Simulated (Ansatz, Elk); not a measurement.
# Mg2CrCd4Ga: X-ray structure factors from the self-consistent density, part 2 of 2

The structure of Mg2CrCd4Ga used here is made up (a known structure type with other elements) and was relaxed beforehand with PBEsol. The aim is the Fourier transform of its all-electron density, F(hkl), set beside the sum over free spherical atoms that refinements use.

Elk 11.2.3 (patched build); all-electron DFT.

So far: Starting point; Ground state and structure factors; The magnetisation density.

The structure was built from a prototype and need not be the compound's stable phase.

### 4. The highest occupied states alone

Level of this step: DFT, PBE, all-electron APW+lo, Dirac cores, scalar-relativistic bands, static density, ferromagnetic start (Elk).

An energy window below the Fermi level keeps the highest occupied states, to see at which angles they scatter; shallow core shells can lie inside it and anion s states outside. No new self-consistency is needed.

Input file elk.in:

```
tasks
  195

xctype
  20

spinpol
  .true.

rgkmax
  7.0

gmaxvr
  14.0

lmaxo
  7

lmaxapw
  8

swidth
  0.002

tshift
  .false.

ramdisk
  .false.

hmaxvr
  5.5

maxscl
  120

epspot
  1e-06

reducebf
  0.8

wsfac
  -0.139020 0.528470

sppath
  './'

avec
  9.13815488340 0.00000000000 0.00000000000
  0.00000000000 5.74347149486 9.83749731992
  0.00000000000 -5.74347149486 9.83749731992

atoms
  4
  'Cd.in'
  4
  0.5000000000 0.6630838255 0.1611729381   0.000000 0.000000 0.000000
  0.5000000000 0.1611729381 0.6630838255   0.000000 0.000000 0.000000
  0.0000000000 0.8333011294 0.3331893743   0.000000 0.000000 0.000000
  0.0000000000 0.3331893743 0.8333011294   0.000000 0.000000 0.000000
  'Ga.in'
  1
  0.5000000000 0.6760848885 0.6760848885   0.000000 0.000000 0.000000
  'Cr.in'
  1
  0.0000000000 0.8278602770 0.8278602770   0.000000 0.000000 -0.180000
  'Mg.in'
  2
  0.5000000000 0.1611675199 0.1611675199   0.000000 0.000000 0.000000
  0.0000000000 0.3368400474 0.3368400474   0.000000 0.000000 0.000000

ngridk
  4 4 4
```

Launch:

```console
OMP_NUM_THREADS=4 elk
```

Numbers of over 12 decimals in the logs are rounded to 6 here.

The log of the run:

```text
┌─────────────────────────────────┐
│ Elk code version 11.2.3 started │
└─────────────────────────────────┘

Info(readinput): the functional depends on the density's gradient
 muffin-tin radial points multiplied by    2.00000
 (not where nrmtscf is given)

┌────────────────────┐
│ Current task : 195 │
└────────────────────┘

Info(sfacrho): density structure factors written to SFACRHO.OUT

 Energy window :  -0.1390200000      0.5284700000

┌──────────────────┐
│ Elk code stopped │
└──────────────────┘
```

The job ended after 36 s (4 threads of Arm Neoverse V1, shared host; peak memory 0.42 GiB; 57 s of CPU time).

States within 10 eV below the Fermi level hold 61.00 electrons; any levels below the window count with the cores. Their amplitudes can exceed the total, where window and core parts have opposite phase:

```csv
hkl,sin θ/λ (Å⁻¹),"abs F, window","abs F, all"
011,0.095,4.355,27.531
002,0.096,14.290,46.527
100,0.103,2.688,6.975
111,0.141,2.663,13.083
102,0.141,23.495,93.814
020,0.165,24.022,99.948
013,0.166,2.229,10.222
022,0.191,13.022,108.369
004,0.192,14.210,110.350
120,0.194,2.046,6.923
```

### 5. Another functional

The difference from free atoms is small, so it is set against the change that PBEsol makes.

elk.in: that of step 4 with these lines changed.

```diff
@@ -1,6 +1,8 @@
 tasks
+  0
   195
+  196
 
 xctype
-  20
+  22
 
@@ -42,5 +44,2 @@
 
-wsfac
-  -0.139020 0.528470
-
 sppath
```

Launch:

```console
OMP_NUM_THREADS=4 elk
```

The log of the run:

```text
┌─────────────────────────┐
│ Elk code version 11.2.3 │
└─────────────────────────┘

All units are atomic (Hartree, Bohr, etc.)

┌─────────────────────────────────────────────────┐
│ Ground-state run starting from atomic densities │
└─────────────────────────────────────────────────┘

Lattice vectors :
   9.138154883       0.000000000       0.000000000
   0.000000000       5.743471495       9.837497320
   0.000000000      -5.743471495       9.837497320

Reciprocal lattice vectors :
  0.6875770205       0.000000000      -0.000000000
[...]
Moments :
 interstitial                :   0.4545266554
 muffin-tins
  species : 1 (Cd)
[...]
species : 2 (Ga)
[...]
species : 3 (Cr)
[...]
species : 4 (Mg)
   atom 1                    :   0.1713785278E-01
   atom 2                    :  -0.8037637322E-02
 total in muffin-tins        :    3.514248346
 total moment                :    3.968775001

RMS change in Kohn-Sham potential (target) :   0.4653638366E-03 (  0.1000000000E-05)
Absolute change in total energy (target)   :   0.2395108986E-01 (  0.1000000000E-03)

┌──────────────────┐
│ Loop number : 11 │
└──────────────────┘
[key lines of the parts left out:]
total energy                :     -25765.997655602
```

Elapsed: 8.4 min, on 4 threads; peak memory 0.71 GiB.

The run was cut off at its time limit.

### 6. A coarser k-mesh

About half the k-points along each axis test the sampling.

elk.in: that of step 5 with these lines changed.

```diff
@@ -6,3 +6,3 @@
 xctype
-  22
+  20
 
@@ -72,2 +72,2 @@
 ngridk
-  4 4 4
+  2 2 2
```

Launch:

```console
OMP_NUM_THREADS=4 elk
```

The log of the run:

```text
┌─────────────────────────┐
│ Elk code version 11.2.3 │
└─────────────────────────┘

All units are atomic (Hartree, Bohr, etc.)

┌─────────────────────────────────────────────────┐
│ Ground-state run starting from atomic densities │
└─────────────────────────────────────────────────┘

Lattice vectors :
   9.138154883       0.000000000       0.000000000
   0.000000000       5.743471495       9.837497320
   0.000000000      -5.743471495       9.837497320

Reciprocal lattice vectors :
  0.6875770205       0.000000000      -0.000000000
[...]
muffin-tins
  species : 1 (Cd)
[...]
species : 2 (Ga)
[...]
species : 3 (Cr)
[...]
species : 4 (Mg)
   atom 1                    :   0.3444149919E-02
   atom 2                    :  -0.2040565188E-01
 total in muffin-tins        :    3.411308373
 total moment                :    3.742030160

┌──────────────────────────────┐
│ Self-consistent loop stopped │
└──────────────────────────────┘

Warning : core states of species 1 leak from the muffin-tin :   0.2421340719E-03

Warning : core states of species 2 leak from the muffin-tin :   0.7467057629E-03

Wrote STATE.OUT
[key lines of the parts left out:]
total energy                :     -25779.723190914
```

The job ended after 5 min (4 threads; peak memory 0.7 GiB; 14 min of CPU time).

### 7. Outcome

```
R against neutral atoms, sin θ/λ < 0.3 Å⁻¹ : 0.44 %
R against neutral atoms, 0.3 to 0.55 Å⁻¹   : 0.20 %
```

What this shows: Independent neutral atoms miss the calculated amplitudes by R = 0.44 % below 0.3 Å⁻¹ and 0.20 % from there to 0.55 Å⁻¹; by shells, 0.23 % below 0.15 Å⁻¹ (5 forms), 0.46 % 0.15 to 0.3 (23 forms), 0.17 % 0.3 to 0.45 (56 forms), 0.23 % above 0.45 (65 forms). Bonding, aspherical density and the tables' own atoms all enter these figures, and the runs don't part them. The largest change of an amplitude is -1.18 electrons, at 200. R counts amplitudes alone; phases shift too. The magnetic order is that of the start. No other order was tried here, and an antiferromagnetic one would change or move the magnetic intensity. The window's part falls from 61.0 electrons at the origin to at most 1.58 between 0.45 and 0.55 Å⁻¹, where compact states inside the window still scatter. The basis has no finished test. The k-mesh has no finished test. Part of the difference isn't bonding: the tables are fits to free atoms and ions calculated by other methods than this functional. Thermal motion, anomalous dispersion and extinction are left out.

[Logs are printed without paths, hosts, clocks, repeated set-up lines and the standing remarks that a program may print on its own settings, such as how far it seeks lower states.]

[Hosts, paths, dates, database ids (printed as entryN), source tags and the programs' standing remarks are cut or masked in the printed files.]
